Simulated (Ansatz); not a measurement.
# Ca on Ni(111): change of the work function, part 2 of 3

How does one ordered layer of Ca (fcc site) change the work function of Ni(111), and what dipole does each adsorbate carry?

Ansatz 0.2.0; plane-wave DFT, PBE, Ansatz PAW.

So far, work function, upper face (eV): step 2 (the clean slab) 5.07.

**3. Adsorbate added**

System of this step: Ca/Ni(111). The cell holds 17 atoms: 16 Ni and 1 Ca. Cell: a = 4.978 Å, b = 4.978 Å, c = 26.798 Å, α = 90.0°, β = 90.0°, γ = 60.0°. Vacuum lies along c.

The clean slab as it ended is repeated in the plane and the adsorbate is set on one face; the cell's size fixes the coverage, and the k-mesh shrinks with it to keep the sampling density about even. Adsorbate and upper layers relax, since the dipole depends on the height.

The input, input.yaml:

```yaml
crystal:
  lattice:
    - [4.9780317395, 0.0, 0.0]
    - [2.4890158698, 4.3111019473, 0.0]
    - [0.0, 0.0, 26.7984795913]
  atoms:
    - { symbol: Ni, position: [0.0, 0.0, 0.3358399483], spin: 0.7 }
    - { symbol: Ni, position: [0.1666666667, 0.1666666667, 0.4116753306], spin: 0.72 }
    - { symbol: Ni, position: [0.3333333333, 0.3333333333, 0.4872585113], spin: 0.72 }
    - { symbol: Ni, position: [0.0, 0.0, 0.5620828667], spin: 0.7 }
    - { symbol: Ni, position: [0.0, 0.5, 0.3358399483], spin: 0.7 }
    - { symbol: Ni, position: [0.1666666667, 0.6666666667, 0.4116753306], spin: 0.72 }
    - { symbol: Ni, position: [0.3333333333, 0.8333333333, 0.4872585113], spin: 0.72 }
    - { symbol: Ni, position: [0.0, 0.5, 0.5620828667], spin: 0.7 }
    - { symbol: Ni, position: [0.5, 0.0, 0.3358399483], spin: 0.7 }
    - { symbol: Ni, position: [0.6666666667, 0.1666666667, 0.4116753306], spin: 0.72 }
    - { symbol: Ni, position: [0.8333333333, 0.3333333333, 0.4872585113], spin: 0.72 }
    - { symbol: Ni, position: [0.5, 0.0, 0.5620828667], spin: 0.7 }
    - { symbol: Ni, position: [0.5, 0.5, 0.3358399483], spin: 0.7 }
    - { symbol: Ni, position: [0.6666666667, 0.6666666667, 0.4116753306], spin: 0.72 }
    - { symbol: Ni, position: [0.8333333333, 0.8333333333, 0.4872585113], spin: 0.72 }
    - { symbol: Ni, position: [0.5, 0.5, 0.5620828667], spin: 0.7 }
    - { symbol: Ca, position: [0.1666666667, 0.1666666667, 0.6641600517] }
magnetization:
  spin_polarized: true
kpoints:
  mp_grid: { grid: [6, 6, 1] }
hamiltonian:
  xc: pbe
scf:
  occupations: { method: fermi_dirac, width: 0.1 }
  convergence: { dr2_threshold: 1.0e-08 }
efield:
  axis: 3
  dipole_correction: true
  ramp_position: 0.97
  ramp_width: 0.06
relax:
  f_tol: 0.02
  max_steps: 60
  constraints: [{ sites: [0, 1, 4, 5, 8, 9, 12, 13] }]
output:
  dos: { projected: true, e_range: [-8, 4] }
  write_potential: true
  write_density: true
  volumetric_format: npy
  elf: true
```

Run with:

```bash
ansatz run input.yaml --threads 4 --pin off --max-ram 6144MiB --backend cpu --events-out ev --progress --plain --runs-dir out
```

Log:

```text
[...]
Crystal: 17 atoms, lattice volume = 575.117 Å³
Basis set: ecut = 420 eV, 11231 PW (Γ), exchange–correlation on 72×72×360 points (8 copies of the dense FFT grid, shifted against one another)
Bands: 186, of which v1, the nominal top of the filled ones, is band 149 counted from 1 (148 counted from 0)
Symmetry: 6 space group operations
k-points: 7 of 36 (time reversal used)
[...]
Starting moments: Σ|m| = 11.36 μB on 16 of 17 sites
[...]
SCF iter   1: F=—  HF=-95234.783196 eV  |F-HF|=—  |Δ(HF+E_count)|=         —  Δρ=2.28e-2 (↑1.10e-2 ↓2.28e-2)  dr2=3.51e1  dr2_m=7.43e-1  M=11.583 μB ∫|m|=12.236 μB  β_m=1.00  ethr=3.10e-3  p=-0.000 e·Å  D=-1.76e-8 V/Å  ΔV_dip=0.00 eV  dr2_dipole=7.40e0  V_vac-E_F(+/−)=7.08/7.08 eV  ⟨swp⟩=9.3  Hψ=12597  notcnv=0  defer=196
[...]
SCF iter  22: F=-95248.537586 eV  HF=-95248.537586 eV  |F-HF|=3.49e-9  |Δ(HF+E_count)|=   6.33e-9  Δρ=5.66e-7 (↑1.74e-7 ↓5.66e-7)  dr2=3.60e-9  dr2_m=2.81e-10  M=9.922 μB ∫|m|=11.584 μB  ethr=1.34e-12  p=0.246 e·Å  D=7.75e-2 V/Å  ΔV_dip=-2.08 eV  dr2_dipole=2.38e-10  V_vac-E_F(+/−)=2.99/5.07 eV  ⟨swp⟩=14.0  Hψ=18968  notcnv=0
SCF 1 converged in 22 iterations: F = -95248.537586 eV  dr2 = 3.60e-9
[...]
relax step   1: F+E_penalty+E_count = -95248.53758611 eV  Δ(F+E_penalty+E_count) = +0.000e0 eV  max|allowed force component| = 1.264e0 eV/Å  Δτ_max = 0.0000 Å  (22 SCF iters, accepted)
[...]
SCF iter   1: F=—  HF=-95248.797354 eV  |F-HF|=—  |Δ(HF+E_count)|=         —  Δρ=2.75e-3 (↑2.12e-3 ↓2.75e-3)  dr2=1.99e-1  dr2_m=2.12e-2  M=9.778 μB ∫|m|=11.443 μB  β_m=1.00  ethr=5.26e-5  p=0.246 e·Å  D=7.75e-2 V/Å  ΔV_dip=-2.08 eV  dr2_dipole=5.29e-4  V_vac-E_F(+/−)=3.00/5.08 eV  ⟨swp⟩=2.0  Hψ=10772  notcnv=0  defer=177
[...]
eigensolver tolerance schedule calibrated: the retry pair's looser diagonalisation under-reported the residual by θ = 0.21 (0.12/decade); ethr = c·dr2/N_el runs at the constant in force after the calibration composes with the one it found (an armed cap, an earlier calibration), c = 6.8e-2
[...]
SCF iter   2: F=—  HF=-95248.773830 eV  |F-HF|=—  |Δ(HF+E_count)|=   2.35e-2  Δρ=9.86e-4 (↑9.86e-4 ↓9.03e-4)  dr2=6.30e-2  dr2_m=2.47e-4  M=9.760 μB ∫|m|=11.417 μB  β_m=0.35  ethr=4.58e-5  p=0.252 e·Å  D=7.94e-2 V/Å  ΔV_dip=-2.13 eV  dr2_dipole=4.96e-3  V_vac-E_F(+/−)=2.94/5.07 eV  ⟨swp⟩=2.0  Hψ=2736  notcnv=0  defer=189
[...]
SCF iter  17: F=-95248.773761 eV  HF=-95248.773761 eV  |F-HF|=3.62e-9  |Δ(HF+E_count)|=   9.85e-9  Δρ=7.37e-7 (↑3.83e-7 ↓7.37e-7)  dr2=5.54e-9  dr2_m=3.11e-10  M=9.806 μB ∫|m|=11.449 μB  ethr=2.30e-12  p=0.266 e·Å  D=8.38e-2 V/Å  ΔV_dip=-2.25 eV  dr2_dipole=7.90e-11  V_vac-E_F(+/−)=2.82/5.07 eV  ⟨swp⟩=11.1  Hψ=17673  notcnv=0
SCF 2 converged in 17 iterations: F = -95248.773761 eV  dr2 = 5.54e-9
relax step   2: F+E_penalty+E_count = -95248.77376134 eV  Δ(F+E_penalty+E_count) = -2.362e-1 eV  max|allowed force component| = 9.541e-1 eV/Å  Δτ_max = 0.1975 Å  (17 SCF iters, accepted)
SCF iter   1: F=—  HF=-95248.860822 eV  |F-HF|=—  |Δ(HF+E_count)|=         —  Δρ=2.79e-3 (↑1.37e-3 ↓2.79e-3)  dr2=1.21e-1  dr2_m=7.01e-3  M=9.757 μB ∫|m|=11.440 μB  β_m=1.00  ethr=3.87e-4  p=0.266 e·Å  D=8.38e-2 V/Å  ΔV_dip=-2.25 eV  dr2_dipole=1.66e-3  V_vac-E_F(+/−)=2.83/5.07 eV  ⟨swp⟩=6.9  Hψ=7312  notcnv=0  defer=178
[...]
SCF iter  16: F=-95248.843683 eV  HF=-95248.843683 eV  |F-HF|=2.76e-9  |Δ(HF+E_count)|=   1.45e-8  Δρ=9.11e-7 (↑5.40e-7 ↓9.11e-7)  dr2=7.11e-9  dr2_m=4.63e-10  M=9.762 μB ∫|m|=11.396 μB  ethr=2.47e-12  p=0.280 e·Å  D=8.83e-2 V/Å  ΔV_dip=-2.37 eV  dr2_dipole=2.47e-12  V_vac-E_F(+/−)=2.70/5.07 eV  ⟨swp⟩=11.5  Hψ=19185  notcnv=0
SCF 3 converged in 16 iterations: F = -95248.843683 eV  dr2 = 7.11e-9
[...]
relax step   3: F+E_penalty+E_count = -95248.84368286 eV  Δ(F+E_penalty+E_count) = -6.992e-2 eV  max|allowed force component| = 7.796e-1 eV/Å  Δτ_max = 0.1017 Å  (16 SCF iters, accepted)
[...]
relax step   4: F+E_penalty+E_count = -95248.93596871 eV  Δ(F+E_penalty+E_count) = -9.229e-2 eV  max|allowed force component| = 2.293e-1 eV/Å  Δτ_max = 0.1949 Å  (18 SCF iters, accepted)
[...]
relax step   5: F+E_penalty+E_count = -95248.94647168 eV  Δ(F+E_penalty+E_count) = -1.050e-2 eV  max|allowed force component| = 6.672e-2 eV/Å  Δτ_max = 0.0431 Å  (14 SCF iters, accepted)
SCF iter   1: F=—  HF=-95248.949163 eV  |F-HF|=—  |Δ(HF+E_count)|=         —  Δρ=6.14e-4 (↑4.03e-4 ↓6.14e-4)  dr2=1.10e-2  dr2_m=5.35e-4  M=9.553 μB ∫|m|=11.174 μB  β_m=1.00  ethr=5.49e-5  p=0.308 e·Å  D=9.68e-2 V/Å  ΔV_dip=-2.60 eV  dr2_dipole=2.61e-3  V_vac-E_F(+/−)=2.48/5.08 eV  ⟨swp⟩=2.9  Hψ=4574  notcnv=0  defer=213
[...]
SCF iter  19: F=-95248.948112 eV  HF=-95248.948112 eV  |F-HF|=5.72e-9  |Δ(HF+E_count)|=  5.09e-10  Δρ=3.53e-7 (↑9.65e-8 ↓3.53e-7)  dr2=3.36e-9  dr2_m=9.65e-11  M=9.556 μB ∫|m|=11.176 μB  ethr=2.22e-12  p=0.309 e·Å  D=9.73e-2 V/Å  ΔV_dip=-2.61 eV  dr2_dipole=9.13e-10  V_vac-E_F(+/−)=2.46/5.07 eV  ⟨swp⟩=6.1  Hψ=11103  notcnv=0
SCF 6 converged in 19 iterations: F = -95248.948112 eV  dr2 = 3.36e-9
[...]
relax step   6: F+E_penalty+E_count = -95248.94811176 eV  Δ(F+E_penalty+E_count) = -1.640e-3 eV  max|allowed force component| = 2.413e-3 eV/Å  Δτ_max = 0.0145 Å  (19 SCF iters, accepted)
NSCF: frozen V_eff on 7 k-points
[...]
SCF converged after 19 iterations
Magnetization: 9.5564 μB (153.7782 up, 144.2218 down)
Absolute magnetization: 11.1882 μB (∫|ρ↑−ρ↓|, with the PAW one-centre terms)
[...]
Per-site moments (μB) at R_I (Å): [(0.704733, 1.026719), (0.713608, 1.026719), (0.670049, 1.013445), (0.449987, 1.010003), (0.704733, 1.026719), (0.712361, 1.011193), (0.670049, 1.013445), (0.449987, 1.010003), (0.704733, 1.026719), (0.712361, 1.011193), (0.670049, 1.013445), (0.449987, 1.010003), (0.701590, 1.026719), (0.712361, 1.011193), (0.654936, 1.011193), (0.543754, 1.028772), (-0.027364, 1.110533)]
Free energy (F): -95248.948112 eV
[...]
Internal energy: -95247.993496 eV  (E = F + TS)
E sigma→0 (E₀):  -95248.470804 eV
Entropy (-TS):   -0.954616 eV (-56.154 meV/atom)
Fermi energy:    3.569775 eV
Dipole field:    D = 0.097320 V/Å  (p = 0.309310 e·Å, saw-weighted, corrected)
Work function:   Φ+ = 2.4614 eV   Φ− = 5.0695 eV
[...]
--- Forces (eV/Å), atoms counted from 1 ---
  atom   1  Ni     0.00483553     0.00279180     0.15323550
  atom   2  Ni    -0.00000000    -0.00000000    -0.04982947
  atom   3  Ni     0.00121660     0.00070241     0.00140251
  atom   4  Ni    -0.00208946    -0.00120635     0.00073895
  atom   5  Ni    -0.00000000    -0.00558359     0.15323550
  atom   6  Ni     0.04957243    -0.02862065    -0.19524468
  atom   7  Ni    -0.00000000    -0.00140481     0.00140251
  atom   8  Ni     0.00000000     0.00241270     0.00073895
  atom   9  Ni    -0.00483553     0.00279180     0.15323550
  atom  10  Ni     0.00000000     0.05724131    -0.19524468
  atom  11  Ni    -0.00121660     0.00070241     0.00140251
  atom  12  Ni     0.00208946    -0.00120635     0.00073895
  atom  13  Ni     0.00000000    -0.00000000     0.16907397
  atom  14  Ni    -0.04957243    -0.02862065    -0.19524468
  atom  15  Ni    -0.00000000     0.00000000     0.00016392
  atom  16  Ni     0.00000000    -0.00000000     0.00075519
  atom  17  Ca     0.00000000    -0.00000000    -0.00053944
  max |Σ_I F_I| component: 2.10e-5 eV/Å
--- Band table (eV; the first three rows and the last of 14) ---
  k-point 0 ↑: bands = [... 145 lower, 3.0577, 3.1651, 3.1651, 3.1658, 3.2800, 3.2800, 3.2823, 3.2965, ... 33 higher]
  k-point 1 ↑: bands = [... 145 lower, 3.0148, 3.0276, 3.0576, 3.0597, 3.0943, 3.1197, 3.1641, 3.1851, ... 33 higher]
  k-point 2 ↑: bands = [... 145 lower, 2.8474, 2.8768, 2.9573, 2.9732, 3.0009, 3.0328, 3.0484, 3.0738, ... 33 higher]
  k-point 6 ↓: bands = [... 145 lower, 3.5544, 3.5656, 3.5716, 3.6009, 3.6191, 3.6391, 3.6452, 3.6791, ... 33 higher]
--- Relaxed structure (6 steps of the walk, 6 accepted, 0 SCFs on fresh bases) ---
  F+E_penalty+E_count = -95248.94811176 eV   max|allowed force component| = 2.413e-3 eV/Å
  atoms:
    - { symbol: Ni, position: [-1.795949e-17, -1.795949e-17, 0.335840] }
    - { symbol: Ni, position: [0.166667, 0.166667, 0.4116753306] }
    - { symbol: Ni, position: [0.334419, 0.334419, 0.487805] }
    - { symbol: Ni, position: [-0.00271356, -0.00271356, 0.561719] }
    - { symbol: Ni, position: [0.0, 0.500000, 0.335840] }
    - { symbol: Ni, position: [0.166667, 0.666667, 0.4116753306] }
    - { symbol: Ni, position: [0.334419, 0.831163, 0.487805] }
    - { symbol: Ni, position: [-0.00271356, 0.505427, 0.561719] }
    - { symbol: Ni, position: [0.500000, -1.795949e-17, 0.335840] }
    - { symbol: Ni, position: [0.666667, 0.166667, 0.4116753306] }
    - { symbol: Ni, position: [0.831163, 0.334419, 0.487805] }
    - { symbol: Ni, position: [0.505427, -0.00271356, 0.561719] }
    - { symbol: Ni, position: [0.500000, 0.500000, 0.335840] }
    - { symbol: Ni, position: [0.666667, 0.666667, 0.4116753306] }
    - { symbol: Ni, position: [0.833333, 0.833333, 0.485784] }
    - { symbol: Ni, position: [0.500000, 0.500000, 0.567530] }
    - { symbol: Ca, position: [0.166667, 0.166667, 0.646114] }
```

Elapsed: 10 min, on 4 threads of Arm Neoverse V1, shared host; peak memory 3.2 GiB.

Step by step:

```
step  energy less that of the first step (eV)  largest force component (eV/Å)
   1                                   0.0000                          1.2639
   2                                  -0.2362                          0.9541
   3                                  -0.3061                          0.7796
   4                                  -0.3984                          0.2293
   5                                  -0.4089                          0.0667
   6                                  -0.4105                          0.0024
```

Forces are held to the 6 operations that the program found; a distortion that breaks them can't arise in this run.

The atoms that moved most (Å):

```
atom      dx      dy      dz  length
Ca17   0.000   0.000  -0.484   0.484
Ni16   0.000   0.000   0.146   0.146
Ni15   0.000   0.000  -0.040   0.040
 Ni4  -0.020  -0.012  -0.010   0.025
 Ni8   0.000   0.023  -0.010   0.025
Ni12   0.020  -0.012  -0.010   0.025
 Ni7   0.000  -0.009   0.015   0.017
Ni11  -0.008   0.005   0.015   0.017
```

The relaxed structure:

```
Ni Ca
1.0
     4.97803    0.00000    0.00000
     2.48902    4.31110    0.00000
     0.00000    0.00000   26.79848
Ni Ca
16 1
Direct
  0.00000 0.00000 0.33584
  0.16667 0.16667 0.41168
  0.33442 0.33442 0.48780
  0.99729 0.99729 0.56172
  0.00000 0.50000 0.33584
  0.16667 0.66667 0.41168
  0.33442 0.83116 0.48780
  0.99729 0.50543 0.56172
  0.50000 0.00000 0.33584
  0.66667 0.16667 0.41168
  0.83116 0.33442 0.48780
  0.50543 0.99729 0.56172
  0.50000 0.50000 0.33584
  0.66667 0.66667 0.41168
  0.83333 0.83333 0.48578
  0.50000 0.50000 0.56753
  0.16667 0.16667 0.64611
```

Read from the output:

- energy at zero smearing: -95248.4708 eV
- total moment: 9.556 μB
- work function, upper face: 2.461 eV
- work function, lower face: 5.069 eV
- dipole along the normal: 0.3093 e·Å
- step between the vacuum levels: -2.608 eV

Running mean over 2.032 Å of the planar mean; the ramp of the sawtooth is left out. Table of electron's electrostatic potential energy less the Fermi level by z:

```
z (Å)  electron's electrostatic potential energy less the Fermi level (eV)
  3.5                                                                 5.07
  4.0                                                                 5.07
  4.5                                                                 5.07
  5.0                                                                 5.07
  5.5                                                                 5.06
  6.0                                                                 5.02
  6.5                                                                 4.88
  7.0                                                                 4.39
  7.5                                                                 2.23
  8.0                                                                -3.19
  8.5                                                                -8.39
  9.0                                                                -10.0
  9.5                                                                -10.3
 10.0                                                                -10.3
 10.5                                                                -10.3
 11.0                                                                -10.4
 11.5                                                                -10.4
 12.0                                                                -10.4
 12.5                                                                -10.4
 13.0                                                                -10.4
 13.5                                                                -10.4
 14.0                                                                -10.3
 14.5                                                                -10.2
 15.0                                                                -10.1
 15.5                                                                -9.34
 16.0                                                                -6.11
 16.5                                                                -2.63
 17.0                                                                -1.83
 17.5                                                                -2.09
 18.0                                                                -1.59
 18.5                                                               -0.125
 19.0                                                                 1.18
 19.5                                                                 1.84
 20.0                                                                 2.15
 20.5                                                                 2.31
 21.0                                                                 2.39
 21.5                                                                 2.43
 22.0                                                                 2.45
 22.5                                                                 2.46
 23.0                                                                 2.46
 23.5                                                                 2.46
```

The density of states has structure finer than the step of the table below, so its rows give means over 0.5 eV. Peaks (eV: height): total -2.14: 58.2, -2.08: 58.5, -1.53: 67.5, -0.96: 66.6, -0.90: 60.6, -0.78: 61.8, -0.66: 65.2; up -2.20: 31.4, -2.14: 42.3, -1.53: 34.0, -1.11: 33.9, -0.96: 32.5, -0.78: 43.8, -0.69: 40.3; down -1.74: 36.1, -1.53: 33.5, -1.35: 37.2, -0.96: 34.1, -0.90: 40.6, -0.15: 42.0, 0.21: 36.5.

Table of density of states by energy, zero at the Fermi level; means over each step; values in states/eV a cell:

```
energy (eV)  total     up   down
       -7.5  0.944  0.467  0.477
       -7.0   2.19   1.09   1.10
       -6.5   1.87  0.950  0.917
       -6.0   2.55   1.24   1.31
       -5.5   2.87   1.49   1.39
       -5.0   6.01   3.62   2.39
       -4.5   8.47   6.00   2.46
       -4.0   19.6   13.0   6.63
       -3.5   22.5   12.4   10.0
       -3.0   25.9   14.6   11.3
       -2.5   34.5   20.3   14.2
       -2.0   43.5   24.7   18.9
       -1.5   47.1   19.6   27.6
       -1.0   45.2   28.0   17.2
       -0.5   43.6   20.9   22.7
        0.0   29.6   3.58   26.0
        0.5   11.1   3.13   7.99
        1.0   6.59   3.13   3.46
        1.5   10.1   5.19   4.88
```

Projected DOS per atom over height of the atomic layer and energy from the Fermi level. Layers: Ni4 Ni4 Ni4 Ni4 Ca from below.

Values in states/eV, 22 rows by 5 columns, each cell a mean:
```
0.22 0.23 0.19 0.23 0.25
0.30 0.24 0.29 0.32 0.13
0.38 0.34 0.36 0.38 0.41
0.84 0.87 0.85 0.74 0.56
1.89 1.70 1.63 1.65 0.51
2.75 2.32 2.74 3.27 0.26
3.35 2.57 2.40 2.92 0.11
3.42 2.48 2.59 2.65 0.23
2.93 2.23 2.20 3.35 0.55
2.49 2.43 2.34 2.72 0.40
1.57 1.89 1.85 1.79 0.08
1.24 1.64 1.69 1.26 0.01
0.93 1.63 1.55 0.96 0.02
0.64 1.33 1.26 0.62 0.03
0.33 0.66 0.63 0.33 0.03
0.28 0.39 0.39 0.29 0.03
0.18 0.16 0.17 0.19 0.04
0.11 0.21 0.20 0.13 0.01
0.09 0.14 0.13 0.11 0.01
0.09 0.17 0.16 0.11 0.01
0.05 0.11 0.11 0.05 0.01
0.02 0.09 0.09 0.03 0.00
```
Columns: height of the atomic layer (Å) from 9 to 17.3; rows upwards: energy from the Fermi level (eV) from -7.96 to 1.95.

(Continued in part 3 of 3.)

[Long decimals in the printed logs are rounded to 6 places.]

[Logs are printed without paths, hosts, clocks, repeated set-up lines and the standing remarks that a program may print on its own settings, such as how far it seeks lower states.]

[Hosts, paths, dates, database ids (printed as entryN), source tags and the programs' standing remarks are cut or masked in the printed files.]

[Maps of the electrostatic potential energy from Ansatz leave out the sawtooth potential of an applied field or a dipole correction, so their vacuum need not be flat; planar profiles and work functions include it.]

[The density of states shown here was stored with 400 of the rows of the run's finer table, so its peaks can read low, often by over a quarter, or be missed, and its means over a window can be off by a tenth or more.]
